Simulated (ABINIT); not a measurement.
# Quasiparticle gap of LaAlH6 (R-3m) in ABINIT

Wanted: ground state, empty states, screening and self-energy for LaAlH6 (R-3m).

Method: PBEsol and many-body steps on it, plane waves, in ABINIT 10.8.3.

**1. Starting point**

The structure is trigonal, space group R-3m (No. 166). The conventional cell has a = 6.516 Å, b = 6.516 Å, c = 6.291 Å, α = 90.00°, β = 90.00°, γ = 120.00°. Nearest to La lie 12 H at 2.44 Å. Al has 6 H at 1.72 Å nearest. H has 1 Al at 1.72 Å and 5 H at 2.29 to 2.44 Å and 2 La at 2.44 Å nearest. Farther neighbours are not listed.

The cell and positions are those that the Materials Project relaxed with its own functionals (PBE, PBE+U or r2SCAN), kept fixed. Spin-orbit coupling is left out unless a step names it.

**2. Ground state**

This step: ABINIT 10.8.3; DFT, PBEsol, plane waves, norm-conserving pseudopotentials.

The ground-state density comes first.

run.abi

```
acell 3*1.0 Angstrom
rprim 
  3.258000458606 1.881007441796 2.097130288200
  -3.258000458606 1.881007441796 2.097130288200
  -0.000000000000 -3.762014883593 2.097130288200
ntypat 3
znucl 57 13 1
natom 8
typat 1 2 3 3 3 3 3 3
xred 
  0.500000000000 0.500000000000 0.500000000000
  0.000000000000 0.000000000000 0.000000000000
  0.939950120000 0.291822870000 0.291822870000
  0.291822870000 0.939950120000 0.291822870000
  0.291822870000 0.291822870000 0.939950120000
  0.060049880000 0.708177130000 0.708177130000
  0.708177130000 0.060049880000 0.708177130000
  0.708177130000 0.708177130000 0.060049880000
pp_dirpath "pseudos"
pseudos "La.upf, Al.upf, H.upf"
ecut 50
ngkpt 6 6 6
nshiftk 1
shiftk 0 0 0
kptopt 1
chksymbreak 0
nband 18
occopt 1
tolvrs 1e-10
nstep 60
prtwf 0
optforces 0
optstress 0
indata_prefix "in"
outdata_prefix "out"
tmpdata_prefix "tmp"
```

Command:

```sh
$ OMP_NUM_THREADS=1 mpirun -n 4 abinit run.abi > log
```

Numbers of over 12 decimals in the logs are rounded to 6 here.

What it wrote:

```text
.Version 10.8.3 of ABINIT. v10.8.2 released Aug 2026.

 Symmetries : space group R-3 m (#166); Bravais hR (rhombohedral)
================================================================================
 Values of the parameters that define the memory need of the present run
     intxc =       0    ionmov =       0      iscf =       7    lmnmax =       8
     lnmax =       8     mgfft =      54  mpssoang =       4    mqgrid =    3001
     natom =       8  nloc_mem =       1    nspden =       1   nspinor =       1
    nsppol =       1      nsym =      12    n1xccc =    2501    ntypat =       3
    occopt =       1   xclevel =       2
-    mband =          18        mffmem =           1         mkmem =           8
       mpw =        8823          nfft =      157464          nkpt =          32
================================================================================
  Rough estimation (10% accuracy) of disk space for files :
================================================================================

--------------------------------------------------------------------------------
------------- Echo of variables that govern the present computation ------------
--------------------------------------------------------------------------------
 -outvars: echo values of preprocessed input variables --------
            acell      1.8897261259E+00  1.8897261259E+00  1.8897261259E+00 Bohr

      chksymbreak           0
             ecut      5.00000000E+01 Hartree
-          fftalg         312

              ixc     -116133
              kpt      0.00000000E+00  0.00000000E+00  0.00000000E+00
                       1.66666667E-01  0.00000000E+00  0.00000000E+00
                       3.33333333E-01  0.00000000E+00  0.00000000E+00
                       5.00000000E-01  0.00000000E+00  0.00000000E+00
                       1.66666667E-01  1.66666667E-01  0.00000000E+00
                       3.33333333E-01  1.66666667E-01  0.00000000E+00
                       5.00000000E-01  1.66666667E-01  0.00000000E+00
                      -3.33333333E-01  1.66666667E-01  0.00000000E+00
                      -1.66666667E-01  1.66666667E-01  0.00000000E+00
   [... 21 further rows ...]
                      -3.33333333E-01  5.00000000E-01  3.33333333E-01
                       5.00000000E-01  5.00000000E-01  5.00000000E-01
         kptrlatt        6    0    0      0    6    0      0    0    6
          kptrlen      4.88349112E+01
P           mkmem           8
            natom           8
            nband          18
            ngfft          54      54      54
             nkpt          32
            nstep          60
             nsym          12
           ntypat           3
              occ      2.000000  2.000000  2.000000  2.000000  2.000000  2.000000
                       2.000000  2.000000  2.000000  2.000000  0.000000  0.000000
                       0.000000  0.000000  0.000000  0.000000  0.000000  0.000000
        optforces           0
        optstress           0
            prtwf           0
            rprim      3.2580004586E+00  1.8810074418E+00  2.0971302882E+00
[...]
spgroup         166

           tolvrs      1.00000000E-10

             xred      5.0000000000E-01  5.0000000000E-01  5.0000000000E-01
[...]
znucl       57.00000   13.00000    1.00000

================================================================================

 chkinp: Checking input parameters for consistency.

================================================================================
== DATASET  1 ==================================================================
-   mpi_nproc: 4, omp_nthreads: 1 (-1 if OMP is not activated)

--- !DatasetInfo
iteration_state: {dtset: 1, }
dimensions: {natom: 8, nkpt: 32, mband: 18, nsppol: 1, nspinor: 1, nspden: 1, mpw: 8823, }
cutoff_energies: {ecut:  50.0, pawecutdg:  -1.0, }
electrons: {nelect:   2.00000000E+01, charge:   0.00000000E+00, occopt:   1.00000000E+00, tsmear:   1.00000000E-02, }

 Real(R)+Recip(G) space primitive vectors, cartesian coordinates (Bohr,Bohr^-1):
 R(1)=  6.1567286  3.5545889  3.9630019  G(1)=  0.0812120  0.0468877  0.0841113
 R(2)= -6.1567286  3.5545889  3.9630019  G(2)= -0.0812120  0.0468877  0.0841113
 R(3)=  0.0000000 -7.1091778  3.9630019  G(3)=  0.0000000 -0.0937755  0.0841113
 Unit cell volume ucvol=  5.2037320E+02 bohr^3
 Angles (23,13,12)=  9.83015991E+01  9.83015991E+01  9.83015991E+01 degrees

 getcut: wavevector=  0.0000  0.0000  0.0000  ngfft=  54  54  54
         ecut(hartree)=     50.000   => boxcut(ratio)=   2.08436

--- Pseudopotential description ------------------------------------------------
- La Generated using ONCVPSP code by D. R. Hamann
- 57.00000  11.00000  180301                  znucl, zion, pspdat
12 -116133 3 -1 1812                          pspcod,pspxc,lmax,lloc,mmax
     nproj     2     2     2     2
  pspatm : epsatm=   29.08531999
         --- l  ekb(1:nproj) -->
[...]
pspatm: atomic psp has been read  and splines computed

- Al Generated using ONCVPSP code by D. R. Hamann
- 13.00000   3.00000  180301                  znucl, zion, pspdat
12 -116133 2 -1 1876                          pspcod,pspxc,lmax,lloc,mmax
     nproj     2     2     2     0
  pspatm : epsatm=    0.68509285
         --- l  ekb(1:nproj) -->
[...]
pspatm: atomic psp has been read  and splines computed

- H Generated using ONCVPSP code by D. R. Hamann
-  1.00000   1.00000  180301                  znucl, zion, pspdat
12 -116133 1 -1 1180                          pspcod,pspxc,lmax,lloc,mmax
     nproj     2     1     0     0
  pspatm : epsatm=    0.35585368
         --- l  ekb(1:nproj) -->
[...]
1   -0.494138
 pspatm: atomic psp has been read  and splines computed

   6.38110698E+02                                ecore*ucvol(ha*bohr**3)
--------------------------------------------------------------------------------

_setup2: Arith. and geom. avg. npw (full set) are    8787.931    8787.917

================================================================================

--- !BeginCycle
iteration_state: {dtset: 1, }
solver: {iscf: 7, nstep: 60, nline: 4, wfoptalg: 0, }
tolerances: {tolvrs: 1.00E-10, }

     iter   Etot(hartree)      deltaE(h)  residm     vres2
 ETOT  1  -40.902684258729    -4.090E+01 5.523E-02 3.025E+02
 ETOT  2  -40.981702416052    -7.902E-02 8.184E-02 1.380E+01
 ETOT  3  -40.984648690869    -2.946E-03 8.194E-02 2.443E+00
 ETOT  4  -40.985500098822    -8.514E-04 3.652E-02 6.504E-02
 ETOT  5  -40.985767089659    -2.670E-04 6.072E-02 4.521E-01
 ETOT  6  -40.985900285772    -1.332E-04 3.700E-02 1.819E-01
 ETOT  7  -40.985921255681    -2.097E-05 8.150E-02 3.377E-01
 ETOT  8  -40.985934068671    -1.281E-05 2.553E-02 3.540E-01
 ETOT  9  -40.985963977036    -2.991E-05 2.802E-02 2.925E-03
 ETOT 10  -40.985967131313    -3.154E-06 1.099E-02 1.684E-03
[...]
ETOT 22  -40.985968897147    -5.926E-11 6.178E-03 1.529E-08
 ETOT 23  -40.985968897169    -2.176E-11 3.744E-03 8.765E-09
 ETOT 24  -40.985968897178    -9.415E-12 5.020E-03 2.483E-09
 ETOT 25  -40.985968897182    -3.467E-12 5.581E-03 2.729E-10
 ETOT 26  -40.985968897183    -1.322E-12 4.026E-03 9.038E-11

 At SCF step   26       vres2   =  9.04E-11 < tolvrs=  1.00E-10 =>converged.

--- !ResultsGS
iteration_state: {dtset: 1, }
comment   : Summary of ground state results
lattice_vectors:
- [  6.1567286,   3.5545889,   3.9630019, ]
- [ -6.1567286,   3.5545889,   3.9630019, ]
- [ -0.0000000,  -7.1091778,   3.9630019, ]
lattice_lengths: [   8.13915,    8.13915,    8.13915, ]
lattice_angles: [ 98.302,  98.302,  98.302, ] # degrees, (23, 13, 12)
lattice_volume:   5.2037320E+02
convergence: {deltae: -1.322E-12, res2:  9.038E-11, residm:  4.026E-03, diffor:  0.000E+00, }
etotal    :  -4.09859689E+01
entropy   :   0.00000000E+00
fermie    :   1.37704374E-01
cartesian_stress_tensor: null
pressure_GPa: null
xred      :
- [  5.0000E-01,   5.0000E-01,   5.0000E-01, La]
- [  0.0000E+00,   0.0000E+00,   0.0000E+00, Al]
- [  9.3995E-01,   2.9182E-01,   2.9182E-01,  H]
- [  2.9182E-01,   9.3995E-01,   2.9182E-01,  H]
- [  2.9182E-01,   2.9182E-01,   9.3995E-01,  H]
- [  6.0050E-02,   7.0818E-01,   7.0818E-01,  H]
- [  7.0818E-01,   6.0050E-02,   7.0818E-01,  H]
- [  7.0818E-01,   7.0818E-01,   6.0050E-02,  H]
cartesian_forces: null
force_length_stats: {min: null, max: null, mean: null, }

 Integrated electronic density in atomic spheres:
 ------------------------------------------------
 Atom  Sphere_radius  Integrated_density
[...]
================================================================================

 ----iterations are completed or convergence reached----

 Mean square residual over all n,k,spin=   48.416E-06; max=  40.265E-04
 reduced coordinates (array xred) for    8 atoms
[...]
0.291822870000      0.939950120000      0.291822870000
       0.291822870000      0.291822870000      0.939950120000
       0.060049880000      0.708177130000      0.708177130000
       0.708177130000      0.060049880000      0.708177130000
       0.708177130000      0.708177130000      0.060049880000
 rms dE/dt=  0.0000E+00; max dE/dt=  0.0000E+00; dE/dt below (all hartree)
    1       0.000000000000      0.000000000000      0.000000000000
    2       0.000000000000      0.000000000000      0.000000000000
    3       0.000000000000      0.000000000000      0.000000000000
    4       0.000000000000      0.000000000000      0.000000000000
    5       0.000000000000      0.000000000000      0.000000000000
    6       0.000000000000      0.000000000000      0.000000000000
    7       0.000000000000      0.000000000000      0.000000000000
    8       0.000000000000      0.000000000000      0.000000000000

 cartesian coordinates (angstrom) at end:
    1      0.000000    -5e-13     3.145695
    2      0.000000     0.000000     0.000000
    3      2.111599     1.219132     3.195179
    4     -2.111599     1.219132     3.195179
    5     -0.000000    -2.438264     3.195179
    6     -2.111599    -1.219132     3.096212
    7      2.111599    -1.219132     3.096212
    8      0.000000     2.438264     3.096212
 length scales=  1.889726125908  1.889726125908  1.889726125908 bohr
              =  1.000000000000  1.000000000000  1.000000000000 angstroms
 prteigrs : about to open file out_EIG
 Fermi (or HOMO) energy (hartree) =   0.13770   Average Vxc (hartree)=  -0.35684
 Eigenvalues (hartree) for nkpt=  32  k points:
 kpt#   1, nband= 18, wtk=  0.00463, kpt=  0.0000  0.0000  0.0000 (reduced coord)
  -1.00644   -0.41264   -0.40327   -0.40327   -0.14945    0.05403    0.05403    0.07225
   0.07225    0.07624    0.22231    0.26524    0.26965    0.27233    0.27507    0.27632
   0.27633    0.28283
 prteigrs : prtvol=0 or 1, do not print more k-points.

--- !EnergyTerms
iteration_state     : {dtset: 1, }
comment             : Components of total free energy in Hartree
kinetic             :  1.28807234754130E+01
hartree             :  5.05020772134713E+00
xc                  : -1.15298583804966E+01
Ewald energy        : -3.15544656766403E+01
psp_core            :  1.22625588805450E+00
local_psp           : -2.05468534006129E+01
non_local_psp       :  3.48802147575211E+00
total_energy        : -4.09859688971830E+01
total_energy_eV     : -1.11528503032701E+03
band_energy         : -4.13339082947234E+00

== END DATASET(S) ==============================================================
================================================================================

 -outvars: echo values of variables after computation  --------
           etotal     -4.0985968897E+01
            nband          18
             nkpt          32
          spgroup         166
 [... the other variables as echoed above ...]

 Calculation completed.
```

Elapsed: 99 s, on 4 MPI ranks of Arm Neoverse V2, shared host; peak memory 0.47 GiB; 6.6 min of CPU time.

Numbers from this step:

* total energy: -1115.2850 eV
* gap: 2.302 eV
* k of the valence top: 0.5, 0, 0
* k of the conduction bottom: 0, 0, 0
* least direct gap: 2.916 eV

The gap is indirect, with the least direct gap 0.61 eV higher.

**3. Empty states on the mesh, 2×2×2 mesh, 45 bands**

The sums over transitions need many empty states on a uniform mesh; this step solves for them.

Changes to run.abi since step 2:

```diff
@@ -21,3 +21,3 @@
 ecut 50
-ngkpt 6 6 6
+ngkpt 2 2 2
 nshiftk 1
@@ -26,9 +26,10 @@
 chksymbreak 0
-nband 18
-occopt 1
-tolvrs 1e-10
+iscf -2
+irdden 1
+istwfk *1
+nband 45
+nbdbuf 4
+tolwfr 1e-09
 nstep 60
-prtwf 0
-optforces 0
-optstress 0
+prtvol 0
 indata_prefix "in"
```

What it wrote:

```text
.Version 10.8.3 of ABINIT. v10.8.2 released Aug 2026.

 Symmetries : space group R-3 m (#166); Bravais hR (rhombohedral)
[... echo of the input left out ...]
== DATASET  1 ==================================================================
-   mpi_nproc: 4, omp_nthreads: 1 (-1 if OMP is not activated)

--- !DatasetInfo
iteration_state: {dtset: 1, }
dimensions: {natom: 8, nkpt: 4, mband: 45, nsppol: 1, nspinor: 1, nspden: 1, mpw: 8790, }
cutoff_energies: {ecut:  50.0, pawecutdg:  -1.0, }
electrons: {nelect:   2.00000000E+01, charge:   0.00000000E+00, occopt:   1.00000000E+00, tsmear:   1.00000000E-02, }

 Real(R)+Recip(G) space primitive vectors, cartesian coordinates (Bohr,Bohr^-1):
 R(1)=  6.1567286  3.5545889  3.9630019  G(1)=  0.0812120  0.0468877  0.0841113
 R(2)= -6.1567286  3.5545889  3.9630019  G(2)= -0.0812120  0.0468877  0.0841113
 R(3)=  0.0000000 -7.1091778  3.9630019  G(3)=  0.0000000 -0.0937755  0.0841113
 Unit cell volume ucvol=  5.2037320E+02 bohr^3
 Angles (23,13,12)=  9.83015991E+01  9.83015991E+01  9.83015991E+01 degrees

 getcut: wavevector=  0.0000  0.0000  0.0000  ngfft=  54  54  54
         ecut(hartree)=     50.000   => boxcut(ratio)=   2.08436

--- Pseudopotential description ------------------------------------------------
- La Generated using ONCVPSP code by D. R. Hamann
- 57.00000  11.00000  180301                  znucl, zion, pspdat
12 -116133 3 -1 1812                          pspcod,pspxc,lmax,lloc,mmax
     nproj     2     2     2     2
  pspatm : epsatm=   29.08531999
         --- l  ekb(1:nproj) -->
             0    6.695600    0.639047
             1    6.383649    1.151322
             2    3.612966    0.847811
[...]
pspatm: atomic psp has been read  and splines computed

- Al Generated using ONCVPSP code by D. R. Hamann
- 13.00000   3.00000  180301                  znucl, zion, pspdat
12 -116133 2 -1 1876                          pspcod,pspxc,lmax,lloc,mmax
     nproj     2     2     2     0
  pspatm : epsatm=    0.68509285
         --- l  ekb(1:nproj) -->
[...]
pspatm: atomic psp has been read  and splines computed

- H Generated using ONCVPSP code by D. R. Hamann
-  1.00000   1.00000  180301                  znucl, zion, pspdat
12 -116133 1 -1 1180                          pspcod,pspxc,lmax,lloc,mmax
     nproj     2     1     0     0
  pspatm : epsatm=    0.35585368
         --- l  ekb(1:nproj) -->
[...]
1   -0.494138
 pspatm: atomic psp has been read  and splines computed

--------------------------------------------------------------------------------

================================================================================
 prteigrs : about to open file out_EIG
 Non-SCF case, kpt    1 (  0.00000  0.00000  0.00000), residuals and eigenvalues=
  6.76E-10  7.55E-10  3.03E-10  8.94E-10  3.83E-10  4.29E-10  7.10E-10  2.52E-10
[...]
5.4033E-02  7.2249E-02  7.2249E-02  7.6236E-02  2.2231E-01  2.6522E-01
  2.6855E-01  2.7075E-01  2.7075E-01  2.7631E-01  2.7631E-01  2.8199E-01
  2.8372E-01  2.8372E-01  3.5936E-01  4.1483E-01  4.1483E-01  4.7770E-01
  4.7770E-01  5.0490E-01  5.3443E-01  5.3443E-01  5.4959E-01  5.4959E-01
  6.0169E-01  6.4083E-01  7.7674E-01  7.7674E-01  8.2199E-01  8.4150E-01
  9.0729E-01  9.0729E-01  9.1678E-01  9.9279E-01  9.9279E-01  1.0039E+00
[...]
prteigrs : prtvol=0 or 1, do not print more k-points.

--- !ResultsGS
iteration_state: {dtset: 1, }
comment   : Summary of ground state results
lattice_vectors:
- [  6.1567286,   3.5545889,   3.9630019, ]
- [ -6.1567286,   3.5545889,   3.9630019, ]
- [ -0.0000000,  -7.1091778,   3.9630019, ]
lattice_lengths: [   8.13915,    8.13915,    8.13915, ]
lattice_angles: [ 98.302,  98.302,  98.302, ] # degrees, (23, 13, 12)
lattice_volume:   5.2037320E+02
convergence: {deltae:  0.000E+00, res2:  0.000E+00, residm:  9.947E-10, diffor:  0.000E+00, }
etotal    :  -4.09859689E+01
entropy   :   0.00000000E+00
fermie    :   1.37704374E-01
cartesian_stress_tensor: null
pressure_GPa: null
xred      :
- [  5.0000E-01,   5.0000E-01,   5.0000E-01, La]
- [  0.0000E+00,   0.0000E+00,   0.0000E+00, Al]
- [  9.3995E-01,   2.9182E-01,   2.9182E-01,  H]
- [  2.9182E-01,   9.3995E-01,   2.9182E-01,  H]
- [  2.9182E-01,   2.9182E-01,   9.3995E-01,  H]
- [  6.0050E-02,   7.0818E-01,   7.0818E-01,  H]
- [  7.0818E-01,   6.0050E-02,   7.0818E-01,  H]
- [  7.0818E-01,   7.0818E-01,   6.0050E-02,  H]
cartesian_forces: null
force_length_stats: {min: null, max: null, mean: null, }

 Integrated electronic density in atomic spheres:
 ------------------------------------------------
 Atom  Sphere_radius  Integrated_density
[...]
================================================================================

 ----iterations are completed or convergence reached----

 Mean square residual over all n,k,spin=   56.448E-11; max=  99.474E-11
 reduced coordinates (array xred) for    8 atoms
[...]
0.708177130000      0.060049880000      0.708177130000
       0.708177130000      0.708177130000      0.060049880000

 cartesian coordinates (angstrom) at end:
    1      0.000000    -5e-13     3.145695
    2      0.000000     0.000000     0.000000
    3      2.111599     1.219132     3.195179
[...]
7      2.111599    -1.219132     3.096212
    8      0.000000     2.438264     3.096212
 length scales=  1.889726125908  1.889726125908  1.889726125908 bohr
              =  1.000000000000  1.000000000000  1.000000000000 angstroms
 prteigrs : about to open file out_EIG
 Eigenvalues (hartree) for nkpt=   4  k points:
 kpt#   1, nband= 45, wtk=  0.12500, kpt=  0.0000  0.0000  0.0000 (reduced coord)
[...]
0.47770    0.50490    0.53443    0.53443    0.54959    0.54959    0.60169    0.64083
   0.77674    0.77674    0.82199    0.84150    0.90729    0.90729    0.91678    0.99279
   0.99279    1.00388    1.07588    1.07656    1.08071
 prteigrs : prtvol=0 or 1, do not print more k-points.

== END DATASET(S) ==============================================================
================================================================================

 -outvars: echo values of variables after computation  --------
            nband          45
             nkpt           4
          spgroup         166
 [... the other variables as echoed above ...]

 Calculation completed.
```

Wall time 12 s (4 MPI ranks); peak memory 0.35 GiB; 48 s of CPU time.

Numbers from this step:

| Quantity | Value |
| --- | --- |
| gap | 2.302 eV |
| k of the valence top | 0.5, 0, 0 |
| k of the conduction bottom | 0, 0, 0 |
| least direct gap | 3.039 eV |
| k points computed | 4 |
| lowest point of the top converged band, above the valence top | 21.17 eV |

On this mesh the gap is 2.302 eV.

(Continued in part 2 of 2.)

[Paths, hosts, dates, memory and timing lines, banners, echoed tables and standing remarks are left out of the program output.]

[Logs are printed without paths, hosts, clocks, repeated set-up lines and the standing remarks that a program may print on its own settings, such as how far it seeks lower states.]

[Runs of the session that timed out or met a known fault of the program may be left out.]

[Hosts, paths, dates, database ids (printed as entryN), source tags and the programs' standing remarks are cut or masked in the printed files.]

[G0W0 gaps are taken among the corrected bands and points alone; a level outside them can change the order at an edge.]

[Where Ansatz stands beside ABINIT at settings called matched, ABINIT's density can come from a denser mesh and the files from another edition; pairs whose starting gaps differed by over 0.03 eV were left out, so agreement reads better than it is.]
